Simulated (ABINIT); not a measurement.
## A GW chain in ABINIT: SrTiO3 (Tausonite)

Wanted: ground state, empty states, screening and self-energy for SrTiO3 (Tausonite).

Program: ABINIT 10.8.3. Level of theory: PBE and many-body steps on it, plane waves. Results are calculated unless marked as measured.

**The experiments to reproduce.**

- Gap 3.77 eV: direct gap (M0 critical point); spectroscopic ellipsometry, second-derivative fit; 300 K; bulk crystal (commercial single crystal) (“Optical probe of ferroelectric order in bulk and thin film perovskite titanates”, 2013, arxiv:1309.1245).

This is a report of a sequence of runs, with most program output left out.

## Step 1: The structure

Symmetry: Pm-3m, No. 221, cubic system. The conventional cell has a = 3.905 Å, b = 3.905 Å, c = 3.905 Å, α = 90.00°, β = 90.00°, γ = 90.00°. Nearest to Sr lie 12 O at 2.76 Å. Ti has 6 O at 1.95 Å nearest. O has 2 Ti at 1.95 Å and 4 Sr at 2.76 Å nearest. Farther neighbours and most contacts between anions are not listed.

Coordinates:

```cif
data_structure
_symmetry_space_group_name_H-M 'P 1'
_symmetry_Int_Tables_number 1
_cell_length_a 3.9053
_cell_length_b 3.9053
_cell_length_c 3.9053
_cell_angle_alpha 90.000
_cell_angle_beta 90.000
_cell_angle_gamma 90.000
_cell_volume 59.56
loop_
_atom_site_label
_atom_site_type_symbol
_atom_site_fract_x
_atom_site_fract_y
_atom_site_fract_z
_atom_site_occupancy
Sr1 Sr 0.50000 0.50000 0.50000 1
Ti2 Ti 0.00000 0.00000 0.00000 1
O3 O 0.50000 0.00000 0.00000 1
O4 O 0.00000 0.50000 0.00000 1
O5 O 0.00000 0.00000 0.50000 1
```

The cell and positions come from the Crystallography Open Database and are kept as given unless a step says otherwise.

## Step 2: Ground state

This step: ABINIT 10.8.3; DFT, PBE, plane waves, norm-conserving pseudopotentials.

The ground-state density comes first.

The input, run.abi:

```
acell 3*1.0 Angstrom
rprim 
  3.905280000000 0.000000000000 0.000000000000
  0.000000000000 3.905280000000 0.000000000000
  0.000000000000 0.000000000000 3.905280000000
ntypat 3
znucl 38 22 8
natom 5
typat 1 2 3 3 3
xred 
  0.500000000000 0.500000000000 0.500000000000
  0.000000000000 0.000000000000 0.000000000000
  0.500000000000 0.000000000000 0.000000000000
  0.000000000000 0.500000000000 0.000000000000
  0.000000000000 0.000000000000 0.500000000000
pp_dirpath "pseudos"
pseudos "Sr.upf, Ti.upf, O.upf"
ecut 38
ngkpt 6 6 6
nshiftk 1
shiftk 0 0 0
kptopt 1
chksymbreak 0
nband 26
occopt 1
tolvrs 1e-10
nstep 60
prtwf 0
optforces 0
optstress 0
indata_prefix "in"
outdata_prefix "out"
tmpdata_prefix "tmp"
```

Started as:

```bash
OMP_NUM_THREADS=1 mpirun -n 8 abinit run.abi > log
```

The job ended after 20 s (8 MPI ranks of Arm Neoverse V2, shared host; peak memory 0.64 GiB).

This step gave:

| Quantity | Value |
| --- | --- |
| total energy | -3905.9454 eV |
| gap | 1.908 eV |
| k of the valence top | 0.5, 0.5, 0.5 |
| k of the conduction bottom | 0, 0, 0 |
| least direct gap | 2.263 eV |

The gap is indirect, with the least direct gap 0.36 eV higher.

## Step 3: Empty states on the mesh, 4×4×4 mesh, 98 bands

The sums over transitions need many empty states on a uniform mesh; this step solves for them.

run.abi, as its differences from that of step 2:

```diff
@@ -18,3 +18,3 @@
 ecut 38
-ngkpt 6 6 6
+ngkpt 4 4 4
 nshiftk 1
@@ -23,9 +23,10 @@
 chksymbreak 0
-nband 26
-occopt 1
-tolvrs 1e-10
+iscf -2
+irdden 1
+istwfk *1
+nband 98
+nbdbuf 8
+tolwfr 1e-09
 nstep 60
-prtwf 0
-optforces 0
-optstress 0
+prtvol 0
 indata_prefix "in"
```

Elapsed: 23 s, on 8 MPI ranks; peak memory 0.6 GiB; 3 min of CPU time.

Numbers from this step:

```
gap                                                           : 1.908 eV
k of the valence top                                          : 0.5, 0.5, 0.5
k of the conduction bottom                                    : 0, 0, 0
least direct gap                                              : 2.263 eV
k points computed                                             : 10
lowest point of the top converged band, above the valence top : 51.9865 eV
```

On this mesh the gap is 1.908 eV.

## Step 4: Screening, 4×4×4 mesh, 90 bands, screening to 130.6 eV

The RPA dielectric matrix is built and inverted for each q.

This step: RPA screening on PBE, plane waves, norm-conserving pseudopotentials.

run.abi, as its differences from that of step 3:

```diff
@@ -23,10 +23,11 @@
 chksymbreak 0
-iscf -2
-irdden 1
 istwfk *1
-nband 98
-nbdbuf 8
-tolwfr 1e-09
-nstep 60
-prtvol 0
+occopt 1
+irdwfk 1
+optdriver 3
+nband 90
+ecuteps 4.8
+inclvkb 2
+awtr 1
+symchi 1
 indata_prefix "in"
```

Elapsed: 23 s, on 8 MPI ranks; peak memory 1.6 GiB.

This step gave:

- ε∞ with local fields, on this mesh, along the program's q direction: 6.404
- the same without local fields: 6.761
- plasma frequency: 30.43 eV
- plane waves in the screening matrix: 203

Local fields lower ε∞ by 5 %. On a Γ-centred mesh this coarse the value itself is usually too large, while a short band sum pulls it down.

## Step 5: Self-energy, 4×4×4 mesh, 90 bands, screening to 130.6 eV

The self-energy is evaluated for the states that the input lists, and the levels follow from it, in one-shot runs by the linearised quasiparticle equation.

This step: G0W0 on PBE, plane waves, norm-conserving pseudopotentials.

run.abi, as its differences from that of step 4:

```diff
@@ -26,8 +26,17 @@
 irdwfk 1
-optdriver 3
+optdriver 4
 nband 90
+gwcalctyp 0
+ecutsigx 38
+symsigma 1
+nkptgw 2
+kptgw 
+  0.5000000000 0.5000000000 0.5000000000
+  0.0000000000 0.0000000000 0.0000000000
+bdgw 
+  18 23
+  18 23
 ecuteps 4.8
-inclvkb 2
-awtr 1
-symchi 1
+irdscr 1
+ppmodel 1
 indata_prefix "in"
```

It took 6 s on 8 MPI ranks; peak memory 1.7 GiB; 47 s of CPU time.

This step gave:

| Quantity | Value |
| --- | --- |
| G0W0 gap on the points computed | 3.532 eV |
| starting gap on the mesh | 1.908 eV |
| k of the valence top | 0.5, 0.5, 0.5 |
| k of the conduction bottom | 0, 0, 0 |
| Z at the valence top | 0.77 |
| Z at the conduction bottom | 0.783 |
| least direct G0W0 gap on the computed points | 3.909 eV |

The gap on the mesh goes from 1.91 eV to 3.53 eV, a correction of +1.62 eV.

Limits: finite bands, cutoff and mesh; no spin-orbit coupling; coarse k mesh. v1 is the top filled band, c1 the lowest empty one. Levels before and after the correction, in eV, zero at the valence-band top of each column:

```tsv
	conduction bottom	valence top
Kohn-Sham	1.91	0.00
G0W0	3.53	0.00
```

```tsv
	level	energy (eV)
Kohn-Sham	(0.5 0.5 0.5) v3-v1	0.000
Kohn-Sham	(0.5 0.5 0.5) c1-c3	4.517
Kohn-Sham	Γ v3-v1	-0.355
Kohn-Sham	Γ c1-c3	1.908
G0W0	(0.5 0.5 0.5) v3-v1	0.000
G0W0	(0.5 0.5 0.5) c1-c3	6.467
G0W0	Γ v3-v1	-0.377
G0W0	Γ c1-c3	3.532
```

## Step 6: Where the time went

Times are wall times on 8 MPI ranks of Arm Neoverse V2, shared host, good to a factor of about two.

```tsv
step	time	share	memory (GiB)
ground state	20 s	27 %	0.64
empty states on the mesh	23 s	32 %	0.6
screening	23 s	33 %	1.6
self-energy	6 s	8 %	1.7
```

## Step 7: Outcome

| Quantity | Value |
| --- | --- |
| PBE gap | 1.91 eV, indirect |
| G0W0 gap on the mesh | 3.53 eV |
| GW settings | 4×4×4 mesh, 90 bands, screening to 130.6 eV, Godby-Needs plasmon pole |
| known limits | not at the basis limit; no spin-orbit coupling; coarse k mesh |

**Reading.** G0W0 moves the gap on the mesh from 1.91 eV to 3.53 eV (+1.62 eV), with Z of 0.77 and 0.78 at the edges. Local fields lower the RPA ε∞ on this mesh from 6.76 to 6.40; a Γ-centred mesh this coarse tends to raise both, most where the direct gap is narrow, while a short band sum lowers them. Only 2 of the mesh's irreducible points were corrected, so a valley elsewhere could overtake. Against experiment, by G0W0@PBE: the direct gap of 3.91 eV lies +0.14 eV from the measured 3.77 eV (direct, 300 K, 2013). An exciton line or allowed optical edge lies below the quasiparticle gap by the binding energy; a forbidden edge can push the onset above it. The calculation has static nuclei and no excitons; a measured gap holds zero-point and thermal motion, which mostly lowers it. Bands and cutoff are finite, so the gap is not at the basis limit. The miss can reach some tenths of an eV and take either sign; the mesh is an error of its own. In the G0W0 run levels were corrected at 2 k points alone, so a gap called «on the mesh» is the least over those, and an edge elsewhere would be missed. The 4×4×4 mesh is coarse for this cell, which bears on the long-range parts of exchange and screening. This is the ideal cubic cell; many perovskites, halides above all, are cubic only on average, and local tilts or off-centring can widen the gap. The many-body steps are scalar-relativistic: spin-orbit coupling is not in them.

[Paths, hosts, dates, memory and timing lines, banners, echoed tables and standing remarks are left out of the program output.]

[Logs are printed without paths, hosts, clocks, repeated set-up lines and the standing remarks that a program may print on its own settings, such as how far it seeks lower states.]

[Runs of the session that timed out or met a known fault of the program may be left out.]

[Hosts, paths, dates, database ids (printed as entryN), source tags and the programs' standing remarks are cut or masked in the printed files.]

[G0W0 gaps are taken among the corrected bands and points alone; a level outside them can change the order at an edge.]

[Where Ansatz stands beside ABINIT at settings called matched, ABINIT's density can come from a denser mesh and the files from another edition; pairs whose starting gaps differed by over 0.03 eV were left out, so agreement reads better than it is.]
